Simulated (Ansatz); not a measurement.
## MnO (Manganosite, Fm-3m): phonons and vibrational spectra

How does MnO (Manganosite, Fm-3m) vibrate, and is this structure a minimum?

Method: DFT PBE+U, scalar-relativistic, plane waves, PAW, in Ansatz 0.2.0.

## Step 1: Starting point

It takes space group Fm-3m (No. 225, cubic). Conventional cell: a = 4.446 Å, b = 4.446 Å, c = 4.446 Å, α = 90.00°, β = 90.00°, γ = 90.00°. Nearest to Mn lie 6 O at 2.22 Å. Nearest to O lie 6 Mn at 2.22 Å. Farther neighbours and most contacts between anions are not listed.

## Step 2: A magnetic order at the starting cell, 2 atoms

Phonons depend on the magnetic state, so simple orders are compared first, at the starting cell. This run starts ferromagnetic.

Input file input.yaml:

```yaml
crystal:
  lattice:
    - [0.0, 2.223, 2.223]
    - [2.223, 0.0, 2.223]
    - [2.223, 2.223, 0.0]
  atoms:
    - { symbol: Mn, position: [0.0, 0.0, 0.0], spin: 4.0 }
    - { symbol: O, position: [0.5, 0.5, 0.5] }
kpoints:
  mp_grid: { grid: [12, 12, 12] }
hamiltonian:
  xc: pbe
  hubbard: { sites: [{ species: Mn, l: d, u_eff: 3.9 }] }
scf:
  occupations: { method: gaussian, width: 0.05 }
  max_iter: 100
output:
  forces: true
  stress: true
  eigenvalues: true
  populations: true
magnetization:
  spin_polarized: true
```

Command:

```console
> ansatz run input.yaml --threads 4 --pin off --max-ram 7168MiB --backend cpu --events-out ev --progress --plain --runs-dir out
```

Numbers of over 12 decimals in the logs are rounded to 6 here.

Output:

```text
Mn: projections on atomic orbitals take those of the free atom [Ne] 3s2 3p6 3d5 4s2, of charge +0.00 (hamiltonian.pseudopotentials.projection_atoms); the dataset's partial waves leave at most 9.0e-7 of an orbital's norm unspanned inside its sphere
[...]
k-point 71 ↓: bands = [... 7 lower, 8.5693, 16.4116, 16.4116, 17.1199, 17.6816, 17.7817, 22.4429, 23.2446, ... 2 higher]
Occupation matrices written to <dir>
--- Löwdin populations: 2 sites ---
  site symbol       q [e]    m [muB]
     0     Mn     13.7524     4.7495
     1      O      7.1218     0.2282
  spilling = 0.005991 (of n_electrons = 21.000000)
[key lines of the parts left out:]
SCF converged after 12 iterations
Magnetization: 5.0000 μB (13.0000 up, 8.0000 down)
Free energy (F): -4465.531505 eV
Fermi energy:    12.869518 eV
P = ⅓ Tr σ = 9.3061 GPa (93.061 kbar)
```

Wall time 1.8 s (4 threads of Arm Neoverse V2, shared host); peak memory 0.39 GiB.

Numbers from this step:

| Quantity | Value |
| --- | --- |
| magnetization | 5.000 μB |
| absolute magnetization | 5.000 μB |
| site moments | 4.277, 0.1818 μB |
| pressure | 9.306 GPa |
| volume per atom | 10.99 Å³ |
| gap on the k-mesh | 0.1229 eV |
| gap by spin | 0.1229, 4.008 eV |
| direct gap on mesh | 2.583 eV |

The cell carries a net spin moment of 5.00 μB and an absolute one of 5.00 μB.

## Step 3: A magnetic order at the starting cell, 4 atoms

Phonons depend on the magnetic state, so simple orders are compared first, at the starting cell. This run starts antiferromagnetic, q = (0.5, 0.5, 0.5).

System of this step: MnO (Manganosite, Fm-3m). The structure is cubic, space group Fm-3m (No. 225). Conventional cell: a = 4.446 Å, b = 4.446 Å, c = 4.446 Å, α = 90.00°, β = 90.00°, γ = 90.00°. Mn has 6 O at 2.22 Å nearest. Nearest to O lie 6 Mn at 2.22 Å. Farther neighbours and most contacts between anions are not listed.

input.yaml, the sections that differ from step 2:

```yaml
crystal:
  lattice:
    - [2.223, 0.0, -2.223]
    - [2.223, -2.223, 0.0]
    - [-2.223, -2.223, -4.446]
  atoms:
    - { symbol: Mn, position: [0.0, 0.5, 0.5], spin: -4.0 }
    - { symbol: Mn, position: [0.0, 0.0, 0.0], spin: 4.0 }
    - { symbol: O, position: [0.5, 0.25, 0.75] }
    - { symbol: O, position: [0.5, 0.75, 0.25] }
# kpoints, hamiltonian, scf, output, magnetization: as in step 2
```

Output:

```text
[...]
Crystal: 4 atoms, lattice volume = 43.942 Å³
Basis set: ecut = 420 eV, 845 PW (Γ), exchange–correlation on 48×48×80 points (8 copies of the dense FFT grid, shifted against one another)
Bands: 30, of which v1, the nominal top of the filled ones, is band 21 counted from 1 (20 counted from 0)
Symmetry: 12 space group operations
[...]
k-point 188 ↓: bands = [... 17 lower, 9.6347, 9.7856, 11.1397, 11.3736, 16.7418, 16.7830, 16.8875, 17.4678, ... 5 higher]
Occupation matrices written to <dir>
--- Löwdin populations: 4 sites ---
  site symbol       q [e]    m [muB]
     0     Mn     13.7643    -4.6859
     1     Mn     13.7643     4.6859
     2      O      7.1125    -0.0000
     3      O      7.1125    -0.0000
  spilling = 0.005864 (of n_electrons = 42.000000)
[key lines of the parts left out:]
SCF converged after 12 iterations
Magnetization: 0.0000 μB (21.0000 up, 21.0000 down)
Free energy (F): -8931.219646 eV
Fermi energy:    12.696485 eV
P = ⅓ Tr σ = 6.6560 GPa (66.560 kbar)
```

The job ended after 6.8 s (4 threads; peak memory 0.8 GiB; 25 s of CPU time).

At this level the gap is 1.76 eV on the k-mesh of the self-consistent run, which can miss the band edges. The cell carries a net spin moment of 0.00 μB and an absolute one of 9.45 μB, so the moments cancel.

## Step 4: A magnetic order at the starting cell, 4 atoms (run 2)

Phonons depend on the magnetic state, so simple orders are compared first, at the starting cell. This run starts antiferromagnetic, q = (0.5, 0.5, 0).

input.yaml, the sections that differ from step 3:

```yaml
crystal:
  lattice:
    - [2.223, -2.223, 0.0]
    - [-2.223, -2.223, 0.0]
    - [0.0, 0.0, -4.446]
  atoms:
    - { symbol: Mn, position: [0.5, 0.5, 0.5], spin: -4.0 }
    - { symbol: Mn, position: [0.0, 0.0, 0.0], spin: 4.0 }
    - { symbol: O, position: [0.5, 0.5, 0.0] }
    - { symbol: O, position: [0.0, 0.0, 0.5] }
kpoints:
  mp_grid: { grid: [10, 10, 6] }
# hamiltonian, scf, output, magnetization: as in step 3
```

Output:

```text
[...]
Crystal: 4 atoms, lattice volume = 43.942 Å³
Basis set: ecut = 420 eV, 855 PW (Γ), exchange–correlation on 48×48×60 points (8 copies of the dense FFT grid, shifted against one another)
Bands: 30, of which v1, the nominal top of the filled ones, is band 21 counted from 1 (20 counted from 0)
Symmetry: 16 space group operations
[...]
k-point 83 ↓: bands = [... 17 lower, 9.3829, 9.6839, 9.6839, 11.2494, 16.3133, 16.3133, 17.0463, 17.6197, ... 5 higher]
Occupation matrices written to <dir>
--- Löwdin populations: 4 sites ---
  site symbol       q [e]    m [muB]
     0     Mn     13.7512    -4.7304
     1     Mn     13.7512     4.7304
     2      O      7.1214     0.0748
     3      O      7.1214    -0.0748
  spilling = 0.006066 (of n_electrons = 42.000000)
[key lines of the parts left out:]
SCF converged after 11 iterations
Magnetization: 0.0000 μB (21.0000 up, 21.0000 down)
Free energy (F): -8931.176476 eV
Fermi energy:    13.159059 eV
P = ⅓ Tr σ = 7.7038 GPa (77.038 kbar)
```

Wall time 3 s (4 threads); peak memory 0.58 GiB.

The cell carries a net spin moment of 0.00 μB and an absolute one of 9.66 μB, so the moments cancel.

## Step 5: The orders compared

An antiferromagnetic start is carried into the relaxation if it ends more than 3 meV per atom below the ferromagnetic start.

This step gave:

* start carried on: antiferromagnetic, q = (0.5, 0.5, 0.5)

Orders, by row:

```
                        starting order  atoms  energy from the first start (meV/atom)  largest moment (μB)  gap on mesh (eV)  net moment of the cell (μB)  order kept
                         ferromagnetic      2                                       0                 4.28              0.12                            5         yes
antiferromagnetic, q = (0.5, 0.5, 0.5)      4                                   -39.2                 4.23              1.76                            0         yes
  antiferromagnetic, q = (0.5, 0.5, 0)      4                                   -28.4                 4.26              0.68                            0         yes
```

The start carried on is the antiferromagnetic, q = (0.5, 0.5, 0.5) one.

[end of part 1 of 3]

[Logs are printed without paths, hosts, clocks, repeated set-up lines and the standing remarks that a program may print on its own settings, such as how far it seeks lower states.]

[Hosts, paths, dates, database ids (printed as entryN), source tags and the programs' standing remarks are cut or masked in the printed files.]
